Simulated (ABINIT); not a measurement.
Entries from a set of simulations; values are calculated unless marked as measured.

## A GW chain in ABINIT: Au2S (Pn-3m)

The structure is cubic, space group Pn-3m (No. 224). The conventional cell has a = 5.274 Å, b = 5.274 Å, c = 5.274 Å, α = 90.00°, β = 90.00°, γ = 90.00°. S has 4 Au at 2.28 Å nearest. Au has 2 S at 2.28 Å nearest. Farther neighbours, and contacts between anions beyond the nearest, are not listed.

```xyz
6
Lattice="5.2740 0.0000 0.0000 0.0000 5.2740 0.0000 0.0000 0.0000 5.2740" Properties=species:S:1:pos:R:3 pbc="T T T"
S     0.0000    0.0000    0.0000
S     2.6370    2.6370    2.6370
Au    1.3185    1.3185    3.9555
Au    3.9555    1.3185    1.3185
Au    1.3185    3.9555    1.3185
Au    3.9555    3.9555    3.9555
```

```yaml
method: RPA screening on LDA, plane waves, norm-conserving pseudopotentials (and 2 further levels or steps)
program: ABINIT 10.8.3
settings: cutoff 28 Ha, PseudoDojo scalar-relativistic 0.4.1 standard, norm-conserving, ngkpt (2, 2, 2), nband 481, ecuteps 8 Ha, inclvkb 2, shiftk (0, 0, 0), symchi 1, awtr 1, frequency ppm, 2×2×2 k-mesh
cost: 5 runs, 33 min in all on 8 MPI ranks of Arm Neoverse N1, shared host
notes: The program’s warnings: nproc spkpt=  >= nkpt= * nsppol=. The cell and positions are those that the Materials Project relaxed with its own functionals (PBE, PBE+U or r2SCAN), kept fixed. Limits: d shell near the gap, gap tends to lie low; no spin-orbit coupling. The 2×2×2 mesh is coarse for this cell, which bears on the long-range parts of exchange and screening.
lda_gap: 1.99 eV, direct
g0w0_gap_on_the_mesh: 2.62 eV
gw_settings: 2×2×2 mesh, 481 bands, screening to 217.7 eV, Godby-Needs plasmon pole
known_limits: short of the basis limit; d shell near the gap, gap tends to lie low; no spin-orbit coupling; coarse k mesh
```

G0W0 moves the gap on the mesh from 1.99 eV to 2.62 eV (+0.64 eV), with Z of 0.80 and 0.83 at the edges. Local fields lower the RPA ε∞ on this mesh from 12.55 to 10.89; a Γ-centred mesh this coarse tends to raise both, most where the direct gap is narrow, while a short band sum lowers them.

[Long decimals in the printed logs are rounded to 6 places.]

[Logs are printed without paths, hosts, clocks, repeated set-up lines and the standing remarks that a program may print on its own settings, such as how far it seeks lower states.]

[Paths, hosts, dates, memory and timing lines, banners, echoed tables and standing remarks are left out of the program output; an Ansatz launch command may be rebuilt from the run's recorded settings. Measured values are a selection of at most five: reports struck by readers or far from the other reports are left out. None is set beside runs whose start may be inverted or whose files or cutoffs have a known fault.]

[Runs of the session that timed out or met a known fault of the program may be left out.]

[Hosts, paths, dates, database ids (printed as entryN), source tags and the programs' standing remarks are cut or masked in the printed files.]

[G0W0 gaps are taken among the corrected bands and points alone; a level outside them can change the order at an edge.]

[Where Ansatz stands beside ABINIT at settings called matched, ABINIT's density can come from a denser mesh and the files from another edition; pairs whose starting gaps differed by over 0.03 eV were left out, so agreement reads better than it is.]
